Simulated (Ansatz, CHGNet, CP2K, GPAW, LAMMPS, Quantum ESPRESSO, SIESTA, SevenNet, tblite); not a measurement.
# tblite runs on liquid Si0.5Ge0.5 at 2500 K (104 atoms)

Wanted: tblite inputs and outputs for liquid Si0.5Ge0.5 at 2500 K (104 atoms), checked against a plane-wave reference.

Program: tblite 0.8.0. Level of theory: the method is named at each step. Results are calculated unless marked as measured.

## Step 1: Starting point

The cell holds 104 atoms: 52 Si and 52 Ge. Its edges and angles: a = 13.176 Å, b = 13.176 Å, c = 13.176 Å, α = 90.0°, β = 90.0°, γ = 90.0°. 104 atoms (52 Si, 52 Ge) placed at random at 3.8 g/cm³, melted at 3500 K for 10 ps at fixed volume with the Tersoff potential (Tersoff, Phys. Rev. B 39, 5566 (1989)). Snapshot at the end of a hold of 5 ps at 2500 K and fixed volume.

The yardstick, on the same geometry:

```
method                 : Kohn-Sham DFT, PBE, SSSP efficiency 1.3.0 pseudopotentials, plane waves (Quantum ESPRESSO 7.5); sssp-pbe-1.3.0-efficiency, cutoffs 45/360 Ry, Γ point
r.m.s. force component : 0.9838 eV/Å
longest force          : 4.719 eV/Å
pressure               : 1.132 GPa
time                   : 9 min on 4 MPI ranks of Arm Neoverse V2, shared host
CPU time               : 36 min
```

## Step 2: IPEA1-xTB

Method: IPEA1-xTB tight binding, diagonalisation.

Input file run.py:

```python
import numpy as np
from ase.io import read
from tblite.ase import TBLite

atoms = read("structure.xyz")
atoms.calc = TBLite(method="IPEA1-xTB", electronic_temperature=580, accuracy=1.0, max_iterations=250, mixer_damping=0.1, verbosity=1)
energy = atoms.get_potential_energy()
forces = atoms.get_forces()
print(f"energy {energy:.6f} eV")
print("forces (eV/A)")
for i, (a, f) in enumerate(zip(atoms, forces)):
    print(f"{i:4d} {a.symbol:2s} {f[0]:10.5f} {f[1]:10.5f} {f[2]:10.5f}")
stress = -atoms.get_stress(voigt=False) * 160.21766
print("stress (GPa, compression positive)")
for row in stress:
    print(" ".join(f"{x:10.4f}" for x in row))
print("charges (e)")
print(np.array2string(atoms.get_charges(), precision=4, suppress_small=True, max_line_width=110, threshold=100000))
```

Input file structure.xyz:

```xyz
104
Lattice="13.17580 0.00000 0.00000 0.00000 13.17580 0.00000 0.00000 0.00000 13.17580" Properties=species:S:1:pos:R:3 pbc="T T T"
Si 11.98444 7.52562 7.53050
Si 7.13759 10.10702 7.40388
Si 1.35987 5.70828 0.95432
Si 6.95155 8.54609 3.48039
Si 0.12148 6.64350 3.71215
Si 1.26659 3.81861 6.59620
Si 7.88453 11.94887 8.89235
Si 9.95181 7.94053 2.47969
Si 6.31648 10.00834 0.83732
Si 9.60713 5.12776 12.33163
Si 2.17572 3.37050 4.34472
Si 0.75128 9.53928 0.64785
Si 6.49422 3.58316 11.86191
Si 11.07439 12.39816 0.82322
Si 9.18696 7.33207 0.13769
Si 4.05551 0.94800 4.19939
Si 3.17221 9.29843 4.94962
Si 8.35873 0.23980 11.10878
Si 11.60972 6.12385 2.03882
Si 2.66454 0.70754 11.80394
Si 0.33770 0.28921 11.93280
Si 0.86973 12.33532 8.26057
Si 2.05569 1.76029 2.66270
Si 7.01928 6.45430 6.18472
Si 6.79133 4.21204 9.68514
Si 12.22846 10.60533 5.03092
Si 10.72326 10.23443 2.27889
Si 4.86345 3.46985 4.55382
Si 5.55834 0.65444 2.32724
Si 3.82441 6.79911 7.91931
Si 2.72844 4.74500 12.27958
Si 0.77157 8.55307 5.12934
Si 4.92063 5.04132 13.09358
Si 8.94479 7.04694 4.60178
Si 2.29905 2.08454 8.22842
Si 4.83051 7.14682 5.86270
Si 7.86450 1.85858 1.54249
Si 9.32570 10.80969 11.64148
Si 5.38640 7.18964 12.20448
Si 3.97659 9.04295 12.59317
Si 9.67986 11.23118 4.56937
Si 0.08274 1.05248 2.86495
Si 10.11348 1.54381 10.36408
Si 12.52623 11.83134 10.27001
Si 0.10159 11.85967 0.21015
Si 2.85902 12.92335 5.57969
Si 4.35302 5.86942 3.96934
Si 9.94931 3.28077 8.48825
Si 8.72172 0.06127 0.31082
Si 2.98603 11.83727 7.83104
Si 7.80416 1.63024 4.22983
Si 8.45886 8.55057 6.55114
Ge 0.79450 12.21963 3.82401
Ge 2.09693 9.73191 9.23597
Ge 6.93034 7.76621 1.06513
Ge 1.58623 8.48522 11.64398
[... 44 atom lines left out ...]
Ge 1.40177 6.06416 10.81312
Ge 4.62760 10.58412 10.84342
Ge 12.99345 7.45342 0.02635
Ge 11.17163 7.75343 9.65325
```

The run is started by

```bash
$ OMP_NUM_THREADS=1 python run.py > output.txt
```

The program printed:

```text
------------------------------------------------------------
  cycle        total energy    energy error   density error
------------------------------------------------------------
      1     -207.7592649671  -2.0828823E+02   6.5182083E-01
      2     -216.3581765304  -8.5989116E+00   5.0652666E-01
      3     -217.0748692460  -7.1669272E-01   3.6083434E-01
      4     -217.2302543778  -1.5538513E-01   1.5199324E-01
      5     -217.4778519435  -2.4759757E-01   4.3036675E-02
      6     -217.5287874369  -5.0935493E-02   2.6970494E-02
      7     -217.5302832363  -1.4957995E-03   2.0566335E-02
      8     -217.5315667313  -1.2834950E-03   9.0451530E-03
      9     -217.5322490439  -6.8231251E-04   3.8639587E-03
     10     -217.5324335549  -1.8451109E-04   2.3860906E-03
     11     -217.5324976343  -6.4079351E-05   1.3241694E-03
     12     -217.5325250458  -2.7411529E-05   4.3625752E-04
     13     -217.5325287593  -3.7134311E-06   2.5801557E-04
     14     -217.5325290402  -2.8097529E-07   1.9317858E-04
     15     -217.5325289876   5.2608328E-08   1.1322818E-04
     16     -217.5325291312  -1.4357008E-07   2.9730940E-05
     17     -217.5325291549  -2.3731928E-08   1.6444246E-05
------------------------------------------------------------
 total:                                  11.595 sec
energy -5919.361624 eV
forces (eV/A)
   0 Si    0.82940   -2.58715   -1.87823
   1 Si   -2.17841    1.34531    0.98768
   2 Si   -0.18531   -1.29174   -0.02043
   3 Si    0.29646   -1.22105   -0.01267
   4 Si   -2.30180    1.40805    1.37112
   5 Si    0.33216   -0.21377    0.70317
   6 Si    0.46613   -0.00866   -0.26202
   7 Si    0.27198   -0.56195   -0.11486
   8 Si    1.23055    0.91921   -0.77739
   9 Si    0.39745    0.02540    0.70179
  10 Si    0.78983    1.13646    0.41020
  11 Si    0.30356    1.45191    0.15882
  12 Si   -0.37102   -0.11372    1.15163
  13 Si   -1.04252   -0.71185    0.56045
  14 Si    0.38409    0.54756    0.64716
  15 Si    2.13703    1.94247   -1.06361
  16 Si   -0.28303    0.98322    1.97800
  17 Si    0.40709   -1.47162   -1.13419
  18 Si    4.09289    6.23606   -0.55927
  19 Si   -0.03123    1.25782    0.93301
  20 Si    0.35087    1.04097   -1.86232
  21 Si   -1.87466   -0.21812    0.88919
  22 Si    4.18348    1.92928    0.83286
  23 Si    0.47572   -0.16001    0.49933
[...]
96 Ge   -0.73605   -0.90130    1.52727
  97 Ge    0.08422   -0.19078   -1.74395
  98 Ge   -3.15292    0.14165   -0.41164
  99 Ge   -1.10472    2.23318   -2.40855
 100 Ge    0.16432   -0.35701   -0.96994
 101 Ge   -1.94559    1.33789   -0.04609
 102 Ge   -0.57625   -2.37607    0.92521
 103 Ge   -0.06928   -0.28539    1.94850
stress (GPa, compression positive)
    3.4392     0.1327    -0.2214
    0.1327     4.4089    -1.4841
   -0.2214    -1.4841     3.8054
charges (e)
[ 0.3034  0.2724  0.2842  0.2856  0.2517  0.2568  0.2969  0.1834  0.3165  0.3109  0.1641  0.375   0.2261
  0.2082  0.2493  0.1632  0.2175  0.1542  0.2567  0.2149  0.0903  0.2419  0.1708  0.2207  0.2024  0.2364
  0.2008  0.1969  0.2697  0.2881  0.1696  0.2149  0.1511  0.1733  0.2957  0.1327  0.2496  0.2873  0.2448
  0.2806  0.2742  0.2281  0.1781  0.2375  0.1894  0.1732  0.2755  0.2994  0.2182  0.2255  0.312   0.1565
 -0.3448 -0.1347 -0.3175 -0.1714 -0.1735 -0.2372 -0.2203 -0.1999 -0.2883 -0.2156 -0.277  -0.2412 -0.1324
 -0.228  -0.1724 -0.2967 -0.2345 -0.1463 -0.2438 -0.202  -0.2245 -0.1868 -0.2832 -0.2817 -0.4544 -0.2765
 -0.3677 -0.1762 -0.2873 -0.2066 -0.1575 -0.2758 -0.15   -0.1404 -0.2548 -0.2777 -0.1172 -0.3373 -0.4995
 -0.3434 -0.1156 -0.1084 -0.2265 -0.1753 -0.2712 -0.2892 -0.2568 -0.2818 -0.1527 -0.1568 -0.1585 -0.1081]
```

The job ended after 12 s (1 thread of Arm Neoverse V2, shared host; peak memory 0.21 GiB).

Banners, paths, timers and routine set-up lines are dropped from the logs unmarked, and long logs keep their key lines alone; longer cuts are marked.

Numbers from this run, and their distance from the reference:

```
r.m.s. force component                  : 1.399 eV/Å
r.m.s. difference of force components   : 543.9 meV/Å
longest difference of force vectors     : 2792 meV/Å
force difference over r.m.s. force      : 55.28 %
slope of forces against the reference's : 1.358
correlation of force components         : 0.9551
pressure                                : 3.885 GPa
pressure difference                     : 2.752 GPa
```

Length of the force difference by element (eV/Å):

```csv
element,atoms,mean,most
Ge,52,0.86,2.7
Si,52,0.69,2.8
```

A closer look about Ge91, whose charge lies farthest from its element's mean: 13 atoms, nearest first, numbered in the order of the input, with positions taken from that point.

```csv
atom,x,y,z,distance (Å),bonds,Mulliken charge (e),Fx,Fy,Fz (eV/Å)
Ge91,0.00,0.00,0.00,0.00,4,-0.50,-0.68,-2.20,-1.39
Si5,-2.03,0.97,0.40,2.28,5,0.25,-2.30,1.41,1.37
Si47,2.20,0.20,0.65,2.31,5,0.28,1.28,-2.00,-0.48
Si3,-0.79,0.04,-2.36,2.49,4,0.28,-0.19,-1.29,-0.02
Si11,0.03,-2.30,1.03,2.52,4,0.16,0.79,1.14,0.41
Ge63,2.30,2.47,0.13,3.38,5,-0.28,1.46,0.82,-0.91
Si32,-1.38,2.88,1.81,3.67,5,0.21,0.48,0.98,-0.58
Si28,2.71,-2.20,1.24,3.71,4,0.20,-1.08,-0.37,-0.40
Si6,-0.88,-1.85,3.28,3.87,4,0.26,0.33,-0.21,0.70
Si19,-3.72,0.45,-1.28,3.95,5,0.26,4.09,6.24,-0.56
Ge88,3.70,-0.29,-1.37,3.96,4,-0.28,0.51,0.20,2.26
Si23,-0.09,-3.91,-0.65,3.97,4,0.17,4.18,1.93,0.83
Si36,2.68,1.48,2.55,3.98,5,0.13,-0.44,0.51,-0.03
```

Atoms are counted from 1 here, from 0 in the log.

Forces lie 55 % from the reference's, at 0.0056 times its CPU time (on 1 against 4 cores).

Further runs of this program without a result: tblite GFN2-xTB (not converged).

## Step 3: Outcome

| Property | Result |
| --- | --- |
| force difference from the reference | tblite IPEA1-xTB, 55 % |
| its CPU time | 12 s |

**Reading.** Tight binding differs by 55 % (tblite IPEA1-xTB); it is another model, with fitted parameters of its own, and the xTB methods hold dispersion. IPEA1-xTB was fitted to ionisation energies and electron affinities, not to forces or charges. One electronic-structure run takes under half the reference's CPU time: tblite IPEA1-xTB, at 55 % in 12 s against 36 min; its pressure misses by +2.8 GPa. Periodic xTB results under one method name differ between programs and library versions. The reference's pressure holds the uncorrected Pulay stress of its 45 Ry basis, so small pressure differences, and their order, may be the reference's own error. The frame stands for 2500 K, but pressures are static and levels are smeared at 580 K, under the temperature of the frame, which matters where levels are partly filled. The network of bonds at the start is that of the classical potential that made the cell, and needn't be the one that DFT or experiment would give. The electronic-structure runs sample only Γ, in a cell whose shortest periodic width is 13 Å, which is coarse for a cell with partly filled levels.

[Also dropped from logs without a mark: logging warnings of Python, and SIESTA's first energy breakdown and zero terms.]

[Logs are printed without paths, hosts, clocks, repeated set-up lines and the standing remarks that a program may print on its own settings, such as how far it seeks lower states.]

[Hosts, paths, dates, database ids (printed as entryN), source tags and the programs' standing remarks are cut or masked in the printed files.]
